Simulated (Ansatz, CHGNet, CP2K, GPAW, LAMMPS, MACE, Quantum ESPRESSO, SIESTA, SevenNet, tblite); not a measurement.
**A faulty CP2K run on rapidly quenched Si57Al14Cu29 (at. %) (111 atoms)**

Program: CP2K 2026.2, a calculation on a cell of 63 Si, 16 Al and 32 Cu, 16.5 Å³ an atom.

Contents of input.inp:

```
&GLOBAL
  PROJECT cell
  RUN_TYPE ENERGY_FORCE
  PRINT_LEVEL LOW
&END GLOBAL
&FORCE_EVAL
  METHOD QS
  STRESS_TENSOR ANALYTICAL
  &DFT
    BASIS_SET_FILE_NAME BASIS_MOLOPT
    POTENTIAL_FILE_NAME GTH_POTENTIALS
    &MGRID
      ECUTWFC 800
      REL_CUTOFF 50
      NGRIDS 5
    &END MGRID
    &QS
      EPS_DEFAULT 1.0E-12
    &END QS
    &SCF
      SCF_GUESS ATOMIC
      EPS_SCF 1.0E-06
      MAX_SCF 60
      ADDED_MOS 60
      &DIAGONALIZATION
        ALGORITHM STANDARD
      &END DIAGONALIZATION
      &SMEAR ON
        METHOD FERMI_DIRAC
        ELECTRONIC_TEMPERATURE [K] 580
      &END SMEAR
      &MIXING
        METHOD BROYDEN_MIXING
        ALPHA 0.15
        NBROYDEN 8
      &END MIXING
      &PRINT
        &RESTART OFF
        &END RESTART
      &END PRINT
    &END SCF
    &XC
      &XC_FUNCTIONAL PBE
      &END XC_FUNCTIONAL
    &END XC
    &PRINT
      &MULLIKEN ON
      &END MULLIKEN
      &HIRSHFELD ON
        SHAPE_FUNCTION DENSITY
      &END HIRSHFELD
      &MO ON
        EIGENVALUES T
        OCCUPATION_NUMBERS T
        MO_INDEX_RANGE 315 338
        &EACH
          QS_SCF 0
        &END EACH
        ADD_LAST NUMERIC
      &END MO
    &END PRINT
  &END DFT
  &SUBSYS
    &CELL
      A 12.24240 0.00000 0.00000
      B 0.00000 12.24240 0.00000
      C 0.00000 0.00000 12.24240
    &END CELL
    &COORD
      Si 2.38286 5.62685 7.69839
      Si 11.95115 7.79939 7.27199
      Si 3.87031 0.73589 2.04717
      Si 11.16189 12.03697 6.23187
      Si 8.06260 2.38237 0.03844
      Si 1.78347 10.90896 9.47317
      Si 7.54083 3.26199 6.60159
      Si 4.51365 7.14442 2.74940
      Si 0.73418 1.19339 2.50406
      Si 7.88092 9.59767 1.04942
[... 97 atom lines left out ...]
      Cu 3.92846 2.62820 7.79008
      Cu 5.51324 10.27370 0.42542
      Cu 5.98066 4.16278 4.82351
      Cu 0.18278 3.42665 3.52912
    &END COORD
    &KIND Si
      BASIS_SET DZVP-MOLOPT-SR-GTH-q4
      POTENTIAL GTH-PBE-q4
    &END KIND
    &KIND Al
      BASIS_SET DZVP-MOLOPT-SR-GTH-q3
      POTENTIAL GTH-PBE-q3
    &END KIND
    &KIND Cu
      BASIS_SET DZVP-MOLOPT-SR-GTH-q11
      POTENTIAL GTH-PBE-q11
    &END KIND
  &END SUBSYS
  &PRINT
    &FORCES ON
    &END FORCES
    &STRESS_TENSOR ON
    &END STRESS_TENSOR
  &END PRINT
&END FORCE_EVAL
```

Run with:

```
OMP_NUM_THREADS=1 mpirun -np 4 cp2k.psmp -i input.inp > output.txt
```

Log:

```text
Possible matches for unknown keyword
 ECUTWFC
   keyword CUTOFF in section %__ROOT__%FORCE_EVAL%DFT%MGRID score:  107
   keyword CUTOFF in section %__ROOT__%FORCE_EVAL%PROPERTIES%TDDFPT%MGRID score:  107
   keyword CUTOFF in section %__ROOT__%FORCE_EVAL%PROPERTIES%RIXS%TDDFPT%MGRID score:  107
   keyword REL_CUTOFF in section %__ROOT__%FORCE_EVAL%DFT%MGRID score:  105
   keyword REL_CUTOFF in section %__ROOT__%FORCE_EVAL%PROPERTIES%TDDFPT%MGRID score:  105
 *   ___                                                                       *
 *  /   \                                                                      *
 * [ABORT]                                                                     *
 *  \___/            found an unknown keyword ECUTWFC in section MGRID         *
 *    |                                                                        *
 *  O/|                                                                        *
 * /| |                                                                        *
```

Wall time 0.78 s (4 MPI ranks of Arm Neoverse V2, shared host); peak memory 0.59 GiB.

Banners, paths, timers and routine set-up lines are dropped from the logs unmarked, and long logs keep their key lines alone; longer cuts are marked.

**Question.** Which part of the input is at fault, and how is it mended?

A misspelt keyword: CUTOFF written as ECUTWFC. Mend: write CUTOFF in place of ECUTWFC.

The program stopped at the start.

[Also dropped from logs without a mark: logging warnings of Python, and SIESTA's first energy breakdown and zero terms.]

[Logs are printed without paths, hosts, clocks, repeated set-up lines and the standing remarks that a program may print on its own settings, such as how far it seeks lower states.]

[Hosts, paths, dates, database ids (printed as entryN), source tags and the programs' standing remarks are cut or masked in the printed files.]
